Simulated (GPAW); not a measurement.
# The basis that the transmission of a Si chain with one Se atom in line needs, part 2 of 2

Wanted: the zero-bias transmission of a Si chain with one Se atom in line on a ladder of levels, with run times.

GPAW 26.7.0; GPAW LCAO, PAW setups; Landauer transmission from Green's functions with principal layers (ASE), zero bias.

So far, transmission at the Fermi level (one spin): step 2 (GPAW, dzp, PBE, GPAW) 2.51; step 3 (basis szp(dzp), PBE, GPAW) 2.59; step 4 (basis sz(dzp), PBE, GPAW) 2.68; step 5 (LDA) 2.52.

### 7. Comparison

The curves are compared point by point over the common energies.

This step: comparison of transmission and cost over codes and levels (GPAW 26.7.0).

Ladder, by row:

```
   step  code  T at the Fermi level (sum over the listed spins)  conductance (G0)  r.m.s. T(E) from the first  wall time (s)  peak memory (GiB)  threads
    dzp  GPAW                                             2.507             2.507                           0          22.36                0.8        1
    szp  GPAW                                             2.587             2.587                      0.1069          19.62               0.79        1
     sz  GPAW                                             2.682             2.682                      0.3285          14.94               0.74        1
dzp-LDA  GPAW                                             2.521              2.52                     0.01991          19.58               0.79        1
```

Transmission, zone mean, sum over the listed spins against energy, zero at the Fermi level:

```
energy (eV)      dzp      szp      sz  dzp-LDA
    -2.0000  8.0e-11  2.1e-10  1.6e-9  1.0e-10
    -1.7500  4.7e-10   2.9e-9  1.2e-8  6.9e-10
    -1.5000   6.0e-6   1.4e-8  7.3e-9   7.0e-8
    -1.2500    0.198   1.6e-8   0.735    0.169
    -1.0000    0.627    0.903    1.55    0.604
    -0.7500     1.42     1.64    2.02     1.46
    -0.5000     2.00     2.13    2.37     2.02
    -0.2500     2.37     2.46    2.59     2.38
     0.0000     2.51     2.59    2.68     2.52
     0.1000     2.52     2.59    2.69     2.53
     0.2500     2.50     2.57    2.67     2.51
     0.5000     2.43     2.48    2.61     2.43
     0.7500     2.36     2.40    2.51     2.36
     1.0000     2.32     2.35    2.42     2.33
     1.2500     2.32     2.34    2.36     2.32
     1.5000     2.33     2.35    2.32     2.33
     1.7500     2.34     2.35    2.29     2.35
     2.0000     2.35     2.34    2.27     2.35
```

### 8. Smearing 0.3

Smearing helps the SCF of a metal converge, but it blurs occupations at band edges near the Fermi level.

This step: GPAW LCAO, PAW setups; Landauer transmission from Green's functions with principal layers (ASE), zero bias (GPAW 26.7.0).

run.py reads:

```python
import json
import numpy as np
from ase import Atoms
from ase.transport.calculators import TransportCalculator
from gpaw import GPAW, FermiDirac
from gpaw.lcao.tools import get_lcao_hamiltonian
from scipy.linalg import eigh

# The junction with lead layers at both ends, along the third cell vector
device = Atoms(
    ['Si', 'Si', 'Si', 'Si', 'Si', 'Se', 'Si', 'Si', 'Si', 'Si', 'Si'],
    positions=[
        [4.50000, 4.50000, 1.10000],
        [4.50000, 4.50000, 3.30000],
        [4.50000, 4.50000, 5.50000],
        [4.50000, 4.50000, 7.70000],
        [4.50000, 4.50000, 9.90000],
        [4.50000, 4.50000, 12.09150],
        [4.50000, 4.50000, 14.28300],
        [4.50000, 4.50000, 16.48300],
        [4.50000, 4.50000, 18.68300],
        [4.50000, 4.50000, 20.88300],
        [4.50000, 4.50000, 23.08300]],
    cell=[[9.0, 0.0, 0.0], [0.0, 9.0, 0.0], [0.0, 0.0, 24.183]],
    pbc=True)

# One principal layer of the lead: the first 3 atoms of the device
lead = Atoms(
    ['Si', 'Si', 'Si'],
    positions=[
        [4.50000, 4.50000, 1.10000],
        [4.50000, 4.50000, 3.30000],
        [4.50000, 4.50000, 5.50000]],
    cell=[[9.0, 0.0, 0.0], [0.0, 9.0, 0.0], [0.0, 0.0, 6.6]],
    pbc=True)

settings = dict(mode='lcao', basis='dzp', xc='PBE', h=0.2,
                occupations=FermiDirac(0.3), maxiter=250,
                mixer=dict(beta=0.1, nmaxold=8, weight=100.0),
                convergence=dict(density=0.0001))
energies = np.arange(-2, 2 + 1e-9, 0.05)
eta = 0.0001
n1, n2 = 1, 1
# k and -k transmit alike, so half of the mesh across the current serves
mesh = [(i, j) for i in range(n1) for j in range(n2) if (i, j) <= (-i % n1, -j % n2)]
weights = np.array([1 if (i, j) == (-i % n1, -j % n2) else 2 for i, j in mesh]) / (n1 * n2)

# [... helper functions left out ...]
fermi_lead = ground_state(lead, (1, 1, 17), 'lead.txt')
fermi_device = ground_state(device, (1, 1, 3), 'device.txt')
# [... loop over the mesh left out, but for ...]
        # Shift the lead onto the potential of the device's first layer
        shift = ((H[:, 0, 0] - H0[:, 0, 0]) / S0[0, 0]).real.mean()
# [...]
kT = 8.617333e-5 * 77
bias = [0.1, 0.2, 0.5, 1.0, 1.5, 2.0]
# [... integrals and printing left out ...]
```

Run with:

```sh
OMP_NUM_THREADS=1 OPENBLAS_NUM_THREADS=1 python run.py
```

Log:

```text
basis functions: device 143, principal layer 39
Fermi level: lead -3.8618 eV, device -3.7653 eV; lead shifted by -0.0095 eV
largest coupling past the next layer 5.06e-05 eV, largest misfit of the first layer 0.017 eV
  E-E_F (eV)   T (one spin)  [channel counts left out]
    -2.000    1.0472e-10
    -1.950    1.4165e-10
    -1.900    2.0084e-10
    -1.850    3.0169e-10
    -1.800    4.8812e-10
    -1.750    8.7440e-10
    -1.700    1.8266e-09
    -1.650    5.0070e-09
    -1.600    2.6720e-08
    -1.550    2.9551e-06
    -1.500    2.8448e-08
    -1.450    1.1006e-08
    -1.400    1.3070e-02
    -1.350    1.1052e-01
    -1.300    2.0981e-01
    -1.250    3.0748e-01
[...]
1.650    2.3559e+00
     1.700    2.3551e+00
     1.750    2.3546e+00
     1.800    2.3536e+00
     1.850    2.3528e+00
     1.900    2.3520e+00
     1.950    2.3511e+00
     2.000    2.3502e+00
conductance at 77 K: 2.3909 G0 a cell; thermopower -0.192 uV/K
current from the zero-bias T(E) at 0.1 V: 18.521 uA
current from the zero-bias T(E) at 0.2 V: 37.019 uA
current from the zero-bias T(E) at 0.5 V: 92.146 uA
current from the zero-bias T(E) at 1.0 V: 181.31 uA
current from the zero-bias T(E) at 1.5 V: 263.91 uA
current from the zero-bias T(E) at 2.0 V: 334.51 uA
```

It took 24 s on 1 thread of Arm Neoverse V2, shared host; peak memory 0.8 GiB.

The run finished with changed settings (width = 0.3); it serves as a test.

Side by side:

```
                                           quantity    this run  sound run  difference
                                   conductance (G₀)      2.3909     2.5068      -0.116
largest coupling past the next principal layer (eV)    5.057e-5   5.055e-5      2.0e-8
   largest misfit of the first principal layer (eV)    0.017055   0.056176     -0.0391
                    shift that aligns the lead (eV)  -0.0094555  0.0056443     -0.0151
         transmission at the Fermi level (one spin)      2.3912     2.5074      -0.116
```

One result that differs is the largest misfit of the first principal layer, 0.0171 eV against 0.0562 eV.

### 9. Smearing 0.025, broadening 0.001: width = 0.025 and eta = 0.001

Smearing helps the SCF of a metal converge, but it blurs occupations at band edges near the Fermi level. The broadening keeps the Green's functions finite; too large a value absorbs electrons where channels are open and leaks them where none are.

run.py, as its differences from that of step 8:

```diff
@@ -37,3 +37,3 @@
 settings = dict(mode='lcao', basis='dzp', xc='PBE', h=0.2,
-                occupations=FermiDirac(0.3), maxiter=250,
+                occupations=FermiDirac(0.025), maxiter=250,
                 mixer=dict(beta=0.1, nmaxold=8, weight=100.0),
@@ -41,3 +41,3 @@
 energies = np.arange(-2, 2 + 1e-9, 0.05)
-eta = 0.0001
+eta = 0.001
 n1, n2 = 1, 1
```

Log:

```text
basis functions: device 143, principal layer 39
Fermi level: lead -3.9526 eV, device -3.7753 eV; lead shifted by -0.0011 eV
largest coupling past the next layer 5.06e-05 eV, largest misfit of the first layer 0.091 eV
  E-E_F (eV)   T (one spin)  [channel counts left out]
    -2.000    8.1702e-09
    -1.950    1.0572e-08
    -1.900    1.4239e-08
    -1.850    2.0113e-08
    -1.800    3.0125e-08
    -1.750    4.8665e-08
    -1.700    8.7254e-08
    -1.650    1.8337e-07
    -1.600    5.1270e-07
    -1.550    2.9710e-06
    -1.500    8.6354e-05
    -1.450    2.2980e-06
    -1.400    8.9040e-07
    -1.350    3.1062e-06
    -1.300    1.6687e-01
    -1.250    2.8466e-01
[...]
1.650    2.3274e+00
     1.700    2.3324e+00
     1.750    2.3367e+00
     1.800    2.3398e+00
     1.850    2.3430e+00
     1.900    2.3445e+00
     1.950    2.3451e+00
     2.000    2.3448e+00
conductance at 77 K: 2.5344 G0 a cell; thermopower -0.1281 uV/K
current from the zero-bias T(E) at 0.1 V: 19.627 uA
current from the zero-bias T(E) at 0.2 V: 39.2 uA
current from the zero-bias T(E) at 0.5 V: 97.069 uA
current from the zero-bias T(E) at 1.0 V: 187.75 uA
current from the zero-bias T(E) at 1.5 V: 267.15 uA
current from the zero-bias T(E) at 2.0 V: 331.08 uA
```

Elapsed: 22 s, on 1 thread; peak memory 0.8 GiB.

Numbers from this step:

```yaml
conductance: 2.534 G₀
largest_coupling_past_the_next_principal_layer: 5.06e-5 eV
largest_misfit_of_the_first_principal_layer: 0.09125 eV
shift_that_aligns_the_lead: -0.001119 eV
transmission_at_the_fermi_level_one_spin: 2.535
```

One spin. The transmission, zone mean by energy, zero at the Fermi level:

```
energy (eV)  transmission, zone mean
      -2.00                   8.2e-9
      -1.90                   1.4e-8
      -1.80                   3.0e-8
      -1.70                   8.7e-8
      -1.55                   3.0e-6
      -1.45                   2.3e-6
      -1.35                   3.1e-6
      -1.25                    0.285
      -1.15                    0.430
      -1.05                    0.565
      -0.90                    0.932
      -0.80                     1.29
      -0.70                     1.57
      -0.60                     1.81
      -0.50                     2.02
      -0.40                     2.20
      -0.25                     2.39
      -0.15                     2.48
      -0.05                     2.52
       0.00                     2.54
       0.05                     2.54
       0.15                     2.53
       0.25                     2.51
       0.40                     2.45
       0.50                     2.40
       0.60                     2.36
       0.70                     2.32
       0.80                     2.30
       0.90                     2.28
       1.05                     2.27
       1.15                     2.27
       1.25                     2.28
       1.35                     2.29
       1.45                     2.30
       1.55                     2.32
       1.70                     2.33
       1.80                     2.34
       1.90                     2.34
       2.00                     2.34
```

Not self-consistent under bias; the bias window is split evenly. Table of current through one cell, from the zero-bias transmission by bias:

```
bias (V)  current through one cell, from the zero-bias transmission (μA)
   0.100                                                            19.6
   0.200                                                            39.2
   0.500                                                            97.1
   1.000                                                             188
   1.500                                                             267
   2.000                                                             331
```

Transmission of the three most open eigenchannels against energy, zero at the Fermi level:

```
energy (eV)  channel 1  channel 2  channel 3
      -2.00     8.0e-9    1.5e-10          0
      -1.85     2.0e-8    1.6e-10          0
      -1.70     8.7e-8    1.6e-10          0
      -1.60     5.1e-7    1.6e-10    7.4e-12
      -1.45     2.3e-6     1.1e-9     1.1e-9
      -1.30     0.0834     0.0834     4.3e-7
      -1.15      0.215      0.215     5.7e-7
      -1.05      0.282      0.282     1.6e-6
      -0.90      0.380      0.380      0.172
      -0.75      0.485      0.476      0.476
      -0.60      0.666      0.574      0.574
      -0.50      0.746      0.638      0.638
      -0.35      0.829      0.722      0.722
      -0.20      0.885      0.777      0.777
      -0.05      0.923      0.800      0.800
       0.00      0.933      0.801      0.801
       0.05      0.942      0.799      0.799
       0.20      0.962      0.780      0.780
       0.35      0.977      0.746      0.746
       0.50      0.986      0.708      0.708
       0.60      0.990      0.685      0.685
       0.75      0.994      0.658      0.658
       0.90      0.995      0.642      0.642
       1.05      0.994      0.637      0.637
       1.15      0.993      0.638      0.638
       1.30      0.990      0.646      0.646
       1.45      0.986      0.658      0.658
       1.60      0.982      0.670      0.670
       1.70      0.979      0.677      0.677
       1.85      0.975      0.684      0.684
       2.00      0.971      0.687      0.687
```

The conductance, 2.53 G₀, lies 1.1 % above that of the dzp run.

### 10. Outcome

- conductance: 2.51 G₀
- transmission at the Fermi level, mean of the spins: 2.51
- thermopower: about 0 (under 1.5 μV/K)

**Reading.** In the dzp basis the junction conducts 2.51 G₀ at 77 K, with T = 2.51 a spin at the Fermi level; the sz basis reaches that conductance within 10 %. At the Fermi level the three most open eigenchannels pass 0.94, 0.79 and 0.79. Measured against the first run (dzp), the nearest curve is that of dzp-LDA (r.m.s. 0.020) and the farthest that of sz (0.33). Over the compared runs wall time goes from 15 s (sz) to 22 s (dzp), on a shared host. The geometry was built from estimated bond lengths and not relaxed, so the numbers describe this model structure. An evenly spaced straight chain is an idealisation: free chains tend to dimerise, zigzag or, where a band edge lies near the Fermi level, turn magnetic. The currents use the zero-bias T(E) throughout, which holds only while the bias is small against the distance to the nearest feature. The energy step is wider than the thermal energy, so the conductance and thermopower rest on interpolation of T(E).

[Logs are printed without paths, hosts, clocks, repeated set-up lines and the standing remarks that a program may print on its own settings, such as how far it seeks lower states.]

[Hosts, paths, dates, database ids (printed as entryN), source tags and the programs' standing remarks are cut or masked in the printed files.]
